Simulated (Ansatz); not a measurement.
## KBr (Fm-3m): thermal expansion under pressure

Aim: how pressure changes the thermal expansion of KBr.

Program: Ansatz 0.2.0. Level of theory: DFT RPBE, scalar-relativistic, plane waves, PAW. Results are calculated unless marked as measured.

**1. The structure**

Symmetry: Fm-3m, No. 225, cubic system. The conventional cell has a = 6.600 Å, b = 6.600 Å, c = 6.600 Å, α = 90.00°, β = 90.00°, γ = 90.00°. Nearest to K lie 6 Br at 3.30 Å. Nearest to Br lie 6 K at 3.30 Å. Farther neighbours and most contacts between anions are not listed.

**2. A first coarse run**

A cheap single point shows whether the cell is a metal or an insulator and how far it is from rest; that sets the k-mesh and the occupations of what follows.

The input, input.yaml:

```yaml
crystal:
  lattice:
    - [0.0, 3.3, 3.3]
    - [3.3, 0.0, 3.3]
    - [3.3, 3.3, 0.0]
  atoms:
    - { symbol: K, position: [0.0, 0.0, 0.0] }
    - { symbol: Br, position: [0.5, 0.5, 0.5] }
kpoints:
  mp_grid: { grid: [6, 6, 6] }
hamiltonian:
  xc: rpbe
scf:
  occupations: { method: gaussian, width: 0.1 }
output:
  forces: true
  stress: true
  eigenvalues: true
```

Started as:

```
$ ansatz run input.yaml --threads 4 --pin off --max-ram 8192MiB --backend cpu --events-out ev --progress --plain --runs-dir out
```

Numbers of over 12 decimals in the logs are rounded to 6 here.

The program printed:

```text
Engine: ansatz 0.2.0, aarch64-unknown-linux-gnu
Pseudopotentials: kind: paw
Pseudopotential: K, paw, valence charge 9, recommended cutoff 420 eV (normal), K.paw.azcp
Pseudopotential: Br, paw, valence charge 7, recommended cutoff 420 eV (normal), Br.paw.azcp
Functional definition: RPBE
  parameter kappa = 0.804
  parameter beta = 0.066725
  exchange = rpbe_x(kappa = kappa, mu = beta*pi^2/3)
  correlation = pbe_c(beta = beta)
Crystal: 2 atoms, lattice volume = 71.874 Å³
Basis set: ecut = 420 eV, 1411 PW (Γ), exchange–correlation on 64×64×64 points (8 copies of the dense FFT grid, shifted against one another)
Bands: 12, of which v1, the nominal top of the filled ones, is band 8 counted from 1 (7 counted from 0)
Symmetry: 48 space group operations
Space group: Fm-3m (ITA 225), of the structure as read, at distance tolerance 4.2e-5 Å
k-points: 16 of 216
Non-local potential: K, projectors of the file, l = 0: 3, l = 1: 2, l = 2: 2
Non-local potential: Br, projectors of the file, l = 0: 2, l = 1: 2, l = 2: 2
PAW form: soft (Blöchl's): semilocal exchange-correlation on the pseudo side does not see the compensation charge
PAW frozen core: K, regenerated for the run's functional, and the local potential with it (the file was generated under x = pbe(κ = 0.804, μ = 0.219515), c = pbe(β = 0.066725))
PAW frozen core: Br, regenerated for the run's functional, and the local potential with it (the file was generated under x = pbe(κ = 0.804, μ = 0.219515), c = pbe(β = 0.066725))
PAW one-centre angular grid: K, 110 points (default); XC on 64 Gauss nodes
PAW one-centre angular grid: Br, 110 points (default); XC on 64 Gauss nodes
Initial density: superposition of atomic densities (neutral atoms: chi_scale 0, normalization atom), corrected by the library's trained network
Initial wavefunctions: pseudopotential atomic-orbital guess
Functional: x = rpbe, c = pbe(β = 0.066725)
SCF iter   1: F=—  HF=-4335.062779 eV  |F-HF|=—  |Δ(HF+E_count)|=         —  Δρ=2.21e-3  dr2=4.33e-3  ethr=1.77e-3  ⟨swp⟩=6.6  Hψ=1264  notcnv=0
preconditioner: auto → none  [insulator: Δε(μ)=4.775 eV  Ē_g=15.010 eV  σ=0.100 eV  W_gap=1.00  n_scr=14 (ndim 8)  ℏωp=16.4 eV  f_vac=0.056  D(μ)=0.00/eV (n_scr^D=0)  ε∞_Penn≈2.2]
SCF iter   2: F=—  HF=-4335.062419 eV  |F-HF|=—  |Δ(HF+E_count)|=   3.60e-4  Δρ=1.12e-3  dr2=5.12e-4  ethr=2.70e-5  ⟨swp⟩=2.2  Hψ=416  notcnv=0
SCF iter   3: F=—  HF=-4335.062556 eV  |F-HF|=—  |Δ(HF+E_count)|=   1.38e-4  Δρ=3.89e-4  dr2=9.14e-5  ethr=3.20e-6  ⟨swp⟩=2.3  Hψ=309  notcnv=0
SCF iter   4: F=—  HF=-4335.062588 eV  |F-HF|=—  |Δ(HF+E_count)|=   3.15e-5  Δρ=2.73e-5  dr2=6.64e-7  ethr=5.71e-7  ⟨swp⟩=2.0  Hψ=240  notcnv=0
iter 5 did not close the SCF: its close was put off for the readings that it lacked (scf_convergence_deferred on its scf_iter line)
SCF iter   5: F=-4335.062589 eV  HF=-4335.062589 eV  |F-HF|=2.23e-7  |Δ(HF+E_count)|=   1.23e-6  Δρ=1.20e-5  dr2=4.25e-8  ethr=4.15e-9  ⟨swp⟩=2.0  Hψ=311  notcnv=0
SCF iter   6: F=-4335.062589 eV  HF=-4335.062589 eV  |F-HF|=3.63e-10  |Δ(HF+E_count)|=   2.77e-7  Δρ=1.54e-6  dr2=2.03e-9  ethr=2.65e-10  ⟨swp⟩=4.1  Hψ=1024  notcnv=0
SCF 1 converged in 6 iterations: F = -4335.062589 eV  dr2 = 2.03e-9
  greatest PAW one-centre occupation: 0.988 electrons in one spin orbital (limit 2), on the K atom at site 0 (counted from 0), in its partial waves of l = 0
SCF converged after 6 iterations
Free energy (F): -4335.062589 eV
Harris-Foulkes:  -4335.062589 eV  (|F-HF|=3.63e-10)
Internal energy: -4335.062589 eV  (E = F + TS)
E sigma→0 (E₀):  -4335.062589 eV
Fermi energy:    3.589819 eV
--- Per-component energies (eV) ---
  E_band       = -131.762080
  E_kinetic    = 389.196867
  E_local      = -838.709905  (includes V_loc(G=0)·N_el)
  E_nonlocal   = 81.465030
  E_hartree    = 272.917606
  E_xc         = -402.348129
  E_vxc        = -270.092556  (∫ρ·V_xc dr)
  E_paw        = -3037.489410  (= ΣΔE_a)
  E_vpaw       = -39.457193  (= ΣTr[D̂ρ^β])
  E_aug_tail   = -0.000004  (compensation charges beyond the density's cutoff)
  E_ewald      = -799.985846
  E_core_change = -0.108798  (= ΣΔE_core)
  E_smearing   = -0.000000  (= −TS)
  E_closure    = -0.000000  (closes the sum)
  Σ components = -4335.062589   (vs F -4335.062589, Δ=0.00e0)
--- Forces (eV/Å), atoms counted from 1 ---
  atom   1  K     -0.00000000     0.00000000    -0.00000000
  atom   2  Br     0.00000000    -0.00000000    -0.00000000
  max |Σ_I F_I| component: 2.83e-30 eV/Å
--- Stress (GPa, compression-positive) ---
        2.121049      -0.000000       0.000000
       -0.000000       2.121049       0.000000
       -0.000000       0.000000       2.121049
  P = ⅓ Tr σ = 2.1210 GPa (21.210 kbar)
--- Band table (eV; the first three rows and the last of 16) ---
  k-point 0: bands = [... 4 lower, -10.1166, 1.2028, 1.2028, 1.2028, 5.9745, 8.9921, 8.9921, 8.9921]
  k-point 1: bands = [... 4 lower, -10.0414, 0.8610, 1.1176, 1.1176, 6.6124, 8.8814, 9.3110, 9.3110]
  k-point 2: bands = [... 4 lower, -9.9096, 0.3136, 0.9572, 0.9572, 7.7065, 9.1667, 10.1628, 10.1628]
  k-point 15: bands = [... 4 lower, -10.0434, 0.5288, 0.7465, 0.7754, 8.0451, 9.3658, 9.7502, 10.5891]
```

Wall time 0.71 s (4 threads of Arm Neoverse N1, shared host); peak memory 0.29 GiB; 2 s of CPU time.

In the SCF lines HF is the Harris–Foulkes energy and dr2 the Hartree energy of the density residual, in eV; the loop may stop once dr2 is under the threshold and the program's other checks hold. Hψ counts applications of the Hamiltonian.

Numbers from this step:

```
pressure          : 2.121 GPa
gap on the k-mesh : 4.772 eV
volume per atom   : 35.94 Å³
```

The start is under 2.1 GPa at this level and looks like an insulator or semiconductor on this mesh.

**3. Finding the static equilibrium**

The vibrations must be taken about the equilibrium of this functional, not about the starting cell, so the structure is relaxed.

input.yaml, the sections that differ from step 2:

```yaml
scf:
  occupations: { method: gaussian, width: 0.02 }
output:
  forces: true
  stress: true
  eigenvalues: true
  write_density: true
  write_potential: true
  elf: true
  volumetric_format: npy
relax:
  adjacent_minimum: "off"
  f_tol: 0.005
  max_steps: 80
  cell: { stress_tol: 0.05 }
# crystal, kpoints, hamiltonian: as in step 2
```

The program printed:

```text
[...]
Crystal: 2 atoms, lattice volume = 71.874 Å³
Basis set: ecut = 420 eV, 1411 PW (Γ), exchange–correlation on 64×64×64 points (8 copies of the dense FFT grid, shifted against one another)
Bands: 12, of which v1, the nominal top of the filled ones, is band 8 counted from 1 (7 counted from 0)
Symmetry: 48 space group operations
[...]
k-points: 16 of 216
[...]
SCF iter   1: F=—  HF=-4335.062717 eV  |F-HF|=—  |Δ(HF+E_count)|=         —  Δρ=2.21e-3  dr2=4.34e-3  ethr=1.77e-3  ⟨swp⟩=7.3  Hψ=1350  notcnv=0
[...]
SCF iter   6: F=-4335.062589 eV  HF=-4335.062589 eV  |F-HF|=6.83e-10  |Δ(HF+E_count)|=   2.76e-7  Δρ=1.75e-6  dr2=2.77e-9  ethr=2.79e-10  ⟨swp⟩=6.3  Hψ=1171  notcnv=0
SCF 1 converged in 6 iterations: F = -4335.062589 eV  dr2 = 2.77e-9
[...]
relax step   1: F+E_penalty+E_count = -4335.06258925 eV  Δ(F+E_penalty+E_count) = +0.000e0 eV  max|allowed force component| = 9.516e-30 eV/Å  Δτ_max = 0.0000 Å  P = +2.121 GPa  Ω = 71.874 Å³  (6 SCF iters, dr2 threshold 1.00e-7 eV, accepted)
Crystal: 2 atoms, lattice volume = 76.630 Å³
Basis set: ecut = 420 eV, 1459 PW (Γ), exchange–correlation on 64×64×64 points (8 copies of the dense FFT grid, shifted against one another)
[...]
iter 1 solved again at ethr=2.23e-5 eV; its pass at ethr=3.10e-3 eV (dr2=3.57e-3 eV) is discarded
[...]
SCF iter   5: F=-4335.108176 eV  HF=-4335.108176 eV  |F-HF|=4.59e-7  |Δ(HF+E_count)|=   3.00e-6  Δρ=1.17e-5  dr2=9.50e-8  ethr=1.25e-9  ⟨swp⟩=11.9  Hψ=1638  notcnv=0
SCF 2 converged in 5 iterations: F = -4335.108176 eV  dr2 = 9.50e-8
relax step   2: F+E_penalty+E_count = -4335.10817605 eV  Δ(F+E_penalty+E_count) = -4.559e-2 eV  max|allowed force component| = 6.541e-30 eV/Å  Δτ_max = 0.0000 Å  P = +1.020 GPa  Ω = 76.630 Å³  energy of the carried Pulay correction = -1.366e-4 eV  (5 SCF iters, dr2 threshold 2.00e-7 eV, accepted)
Crystal: 2 atoms, lattice volume = 81.627 Å³
Basis set: ecut = 420 eV, 1639 PW (Γ), exchange–correlation on 64×64×64 points (8 copies of the dense FFT grid, shifted against one another)
[...]
SCF iter   5: F=-4335.126182 eV  HF=-4335.126182 eV  |F-HF|=4.06e-7  |Δ(HF+E_count)|=   2.33e-6  Δρ=1.12e-5  dr2=8.63e-8  ethr=1.25e-9  ⟨swp⟩=11.9  Hψ=1664  notcnv=0
SCF 3 converged in 5 iterations: F = -4335.126182 eV  dr2 = 8.63e-8
relax step   3: F+E_penalty+E_count = -4335.12618192 eV  Δ(F+E_penalty+E_count) = -1.801e-2 eV  max|allowed force component| = 6.574e-30 eV/Å  Δτ_max = 0.0000 Å  P = +0.189 GPa  Ω = 81.627 Å³  energy of the carried Pulay correction = -2.711e-4 eV  (5 SCF iters, dr2 threshold 2.00e-7 eV, accepted)
[...]
relax step   4: F+E_penalty+E_count = -4335.12695468 eV  Δ(F+E_penalty+E_count) = -7.728e-4 eV  max|allowed force component| = 2.445e-29 eV/Å  Δτ_max = 0.0000 Å  P = +0.023 GPa  Ω = 82.854 Å³  energy of the carried Pulay correction = -3.028e-4 eV  (5 SCF iters, dr2 threshold 8.90e-8 eV, accepted)
Basis set: ecut = 420 eV, 1639 PW (Γ), exchange–correlation on 72×72×72 points (8 copies of the dense FFT grid, shifted against one another)
[...]
SCF iter   1: F=—  HF=-4335.127102 eV  |F-HF|=—  |Δ(HF+E_count)|=         —  Δρ=4.31e-5  dr2=1.96e-7  ethr=9.58e-7  ⟨swp⟩=3.2  Hψ=1881  notcnv=0
eigensolver tolerance schedule: the retry pair's looser diagonalisation over-reported the residual by 779.80 of it (diagonalisation noise at 0.32 of the residual, at the tolerance the schedule requests for it); recorded, not acted on — ethr = c·dr2/N_el stays at c = 1.0e-1
[...]
SCF iter   2: F=—  HF=-4335.127116 eV  |F-HF|=—  |Δ(HF+E_count)|=   1.41e-5  Δρ=2.22e-5  dr2=4.83e-8  ethr=1.23e-9  ⟨swp⟩=2.4  Hψ=333  notcnv=0
[...]
SCF iter   5: F=-4335.127119 eV  HF=-4335.127119 eV  |F-HF|=2.64e-11  |Δ(HF+E_count)|=  4.70e-10  Δρ=1.05e-7  dr2=2.70e-12  ethr=1.00e-12  ⟨swp⟩=6.1  Hψ=906  notcnv=0
SCF 5 converged in 5 iterations: F = -4335.127119 eV  dr2 = 2.70e-12
relax step   5: F+E_penalty+E_count = -4335.12711896 eV  Δ(F+E_penalty+E_count) = -1.643e-4 eV  max|allowed force component| = 4.155e-29 eV/Å  Δτ_max = 0.0000 Å  P = +0.021 GPa  Ω = 82.854 Å³  stress off target by 2.14e-2 GPa  SCF on the basis re-selected at this cell (its energy is not comparable with the rows above)  (5 SCF iters)
basis re-selected at this cell: Δ(F+E_penalty+E_count) = -1.643e-4 eV, ΔP = -0.002 GPa vs the last step (what re-selecting the basis moved, of the pressure what is left beyond the Pulay correction that the steps carried, after the strain that the cell walked since its last selection, with what the two solves' SCF thresholds leave and, on support functions, any second-order correction that the steps lacked; it is no measure of the basis error at this ecutwfc). The dense FFT grid was sized anew with the basis: this SCF ran on 36×36×36 points, the steps before it on 32×32×32, so part of this shift can come from that change (see relax.cell in the input reference). [rest of the remark cut]
SCF converged after 5 iterations
Free energy (F): -4335.127119 eV
[...]
Internal energy: -4335.127119 eV  (E = F + TS)
E sigma→0 (E₀):  -4335.127119 eV
Fermi energy:    2.525778 eV
[...]
--- Stress (GPa, compression-positive) ---
        0.021433      -0.000000      -0.000000
       -0.000000       0.021433      -0.000000
       -0.000000      -0.000000       0.021433
  P = ⅓ Tr σ = 0.0214 GPa (0.214 kbar)
--- Band table (eV; the first three rows and the last of 16) ---
  k-point 0: bands = [... 4 lower, -11.3203, 0.3276, 0.3276, 0.3276, 4.7239, 8.0379, 8.0379, 8.0379]
  k-point 1: bands = [... 4 lower, -11.2480, 0.0635, 0.2686, 0.2686, 5.2795, 7.9010, 8.3134, 8.3134]
  k-point 2: bands = [... 4 lower, -11.1354, -0.3661, 0.1560, 0.1560, 6.3753, 7.9552, 9.0448, 9.0448]
  k-point 15: bands = [... 4 lower, -11.2456, -0.2208, -0.0212, -0.0184, 7.1295, 7.9104, 8.4820, 9.1701]
--- Relaxed structure (4 steps of the walk, 4 accepted, 1 SCFs on fresh bases) ---
  F+E_penalty+E_count = -4335.12711896 eV   max|allowed force component| = 4.155e-29 eV/Å   (the final SCF, on the basis selected at the relaxed cell)
  cell:  # Å, volume = 82.8535 Å³
    - [0, 3.460140, 3.460140]
    - [3.460140, 0, 3.460140]
    - [3.460140, 3.460140, 0]
  atoms:
    - { symbol: K, position: [0, 0, 0] }
    - { symbol: Br, position: [0.500000, 0.500000, 0.500000] }
```

Elapsed: 3.5 s, on 4 threads; peak memory 0.33 GiB; 12 s of CPU time.

Step by step:

| step | energy less that of the first step (eV) | largest force component (eV/Å) | pressure (GPa) | volume (Å³) |
| --- | --- | --- | --- | --- |
| 1 | 0.0000 | 0.0000 | 2.12 | 71.87 |
| 2 | -0.0456 | 0.0000 | 1.02 | 76.63 |
| 3 | -0.0636 | 0.0000 | 0.19 | 81.63 |
| 4 | -0.0644 | 0.0000 | 0.02 | 82.85 |
| 5* | -0.0645 | 0.0000 | 0.02 | 82.85 |

Relaxation steps marked * repeat the geometry before them on a plane-wave basis chosen anew for their cell, so energy and pressure can jump there.

The run keeps the 48 symmetry operations that it works with, so distortions that break them were not tested.

| conventional cell, symmetrised | before | after | change |
| --- | --- | --- | --- |
| a (Å) | 6.600 | 6.920 | +4.9 % |
| b (Å) | 6.600 | 6.920 | +4.9 % |
| c (Å) | 6.600 | 6.920 | +4.9 % |
| volume (Å³/atom) | 35.94 | 41.43 | +15.3 % |

The relaxed structure:

```
K Br
1.0
     0.00000    3.46014    3.46014
     3.46014    0.00000    3.46014
     3.46014    3.46014    0.00000
K Br
1 1
Direct
  0.00000 0.00000 0.00000
  0.50000 0.50000 0.50000
```

This step gave:

```
pressure          : 0.02143 GPa
gap on the k-mesh : 4.396 eV
volume per atom   : 41.43 Å³
```

Electrostatic potential energy in the ac plane of the conventional cell at fractional y = 0.000, with atoms of K and Br within 0.2 Å of it. With pseudopotentials it is smooth inside the atoms' cores, unlike the true potential.

Ten even steps from '_' (-65 eV) to '@' (6 eV), each cell a mean:
```
::==##@@@@@@@@**..____--%%@@@@@@%%++--
++**%%@@@@@@@@%%++::--##@@@@@@@@@@##++
%%%%@@@@@@@@@@@@@@%%%%@@@@@@@@@@@@@@%%
@@@@@@@@@@@@@@@@@@@@@@@@@@@@@@@@@@@@@@
@@@@@@@@@@@@@@@@@@@@@@@@@@@@@@@@@@@@@@
@@@@@@@@@@@@@@@@@@@@@@@@@@@@@@@@@@@@@@
%%@@@@@@@@@@@@@@%%%%%%@@@@@@@@@@@@@@%%
--++%%@@@@@@@@%%**++++##@@@@@@@@@@##--
__..**@@@@@@@@##==::--++%%@@@@@@%%--__
____**@@@@@@@@**--::::++%%@@@@@@%%::__
__::##@@@@@@@@##++--==**%%@@@@@@@@++..
++##@@@@@@@@@@%%##**##%%@@@@@@@@@@%%**
@@@@@@@@@@@@@@@@@@@@@@@@@@@@@@@@@@@@@@
@@@@@@@@@@@@@@@@@@@@@@@@@@@@@@@@@@@@@@
@@@@@@@@@@@@@@@@@@@@@@@@@@@@@@@@@@@@@@
@@@@@@@@@@@@@@@@@@@@@@@@@@@@@@@@@@@@@@
####@@@@@@@@@@@@##****%%@@@@@@@@@@%%##
--++##@@@@@@@@##::__..++@@@@@@@@%%**==
::--##@@@@@@@@++______--%%@@@@@@%%++::
```
Columns run along a (6.9 Å; values clipped at the 3rd and 97th percentile), rows up along c (6.9 Å), edges of the conventional cell, whose origin can differ from the input's. Atoms in or near the plane, at fractional coordinates: K at (0.00, 0.00), K at (0.50, 0.50), Br at (0.50, 0.00), Br at (0.00, 0.50).

ELF in the ac plane of the conventional cell at fractional y = 0.000, with atoms of K and Br within 0.2 Å of it. It is the smooth field of the valence electrons, not physical close to the nuclei.

Values, 10 rows by 16 columns, each cell a mean:
```
0.81 0.84 0.52 0.06 0.35 0.79 0.83 0.50 0.40 0.75 0.84 0.57 0.09 0.29 0.78 0.83
0.44 0.31 0.09 0.02 0.19 0.55 0.73 0.80 0.81 0.77 0.64 0.33 0.04 0.05 0.24 0.41
0.33 0.30 0.21 0.08 0.02 0.08 0.14 0.18 0.19 0.16 0.10 0.03 0.03 0.16 0.27 0.32
0.83 0.82 0.72 0.41 0.06 0.08 0.39 0.59 0.62 0.49 0.19 0.03 0.23 0.65 0.80 0.84
0.21 0.66 0.85 0.59 0.09 0.33 0.82 0.81 0.75 0.85 0.58 0.07 0.36 0.81 0.81 0.34
0.40 0.75 0.84 0.57 0.09 0.29 0.78 0.83 0.81 0.84 0.52 0.06 0.35 0.79 0.83 0.50
0.81 0.77 0.64 0.33 0.04 0.05 0.24 0.41 0.44 0.31 0.09 0.02 0.19 0.55 0.73 0.80
0.19 0.16 0.10 0.03 0.03 0.16 0.27 0.32 0.33 0.30 0.21 0.08 0.02 0.08 0.14 0.18
0.62 0.49 0.19 0.03 0.23 0.65 0.80 0.84 0.83 0.82 0.72 0.41 0.06 0.08 0.39 0.59
0.75 0.85 0.58 0.07 0.36 0.81 0.81 0.34 0.21 0.66 0.85 0.59 0.09 0.33 0.82 0.81
```
Columns run along a (6.9 Å), rows up along c (6.9 Å), edges of the conventional cell, whose origin can differ from the input's. Atoms in or near the plane, at fractional coordinates: K at (0.00, 0.00), K at (0.50, 0.50), Br at (0.50, 0.00), Br at (0.00, 0.50).

Valence density in the ac plane of the conventional cell at fractional y = 0.000, with atoms of K and Br within 0.2 Å of it. It is the smooth field of the valence electrons, not physical close to the nuclei.

Ten even steps from '0' (0.0 e/Å³) to '9' (4.1 e/Å³), each cell a mean:
```
9620000221121000148
5300000122210000014
1000000011100000001
0000000000000000000
0000000000000000000
0000000000000000000
1100000001000000001
2210000035410000012
1210000269840000121
0220000279951000121
2210000157630000122
2100000012200000012
0000000000000000000
0000000000000000000
0000000000000000000
0000000000000000000
2100000012110000002
7410000122221000036
9720000220121000159
```
Columns run along a (6.9 Å), rows up along c (6.9 Å), edges of the conventional cell, whose origin can differ from the input's. Atoms in or near the plane, at fractional coordinates: K at (0.00, 0.00), K at (0.50, 0.50), Br at (0.50, 0.00), Br at (0.00, 0.50).

The relaxation ends with a pressure of 0.02 GPa.

[end of part 1 of 4]

[Logs are printed without paths, hosts, clocks, repeated set-up lines and the standing remarks that a program may print on its own settings, such as how far it seeks lower states.]

[Hosts, paths, dates, database ids (printed as entryN), source tags and the programs' standing remarks are cut or masked in the printed files.]

[A step with changed settings may run another functional than the one named; its input shows which.]

[Pressures of single members of a volume series are the stress at the run's cutoff; with an incomplete basis they can lie off −dE/dV of the same runs, and they are not shown converged.]
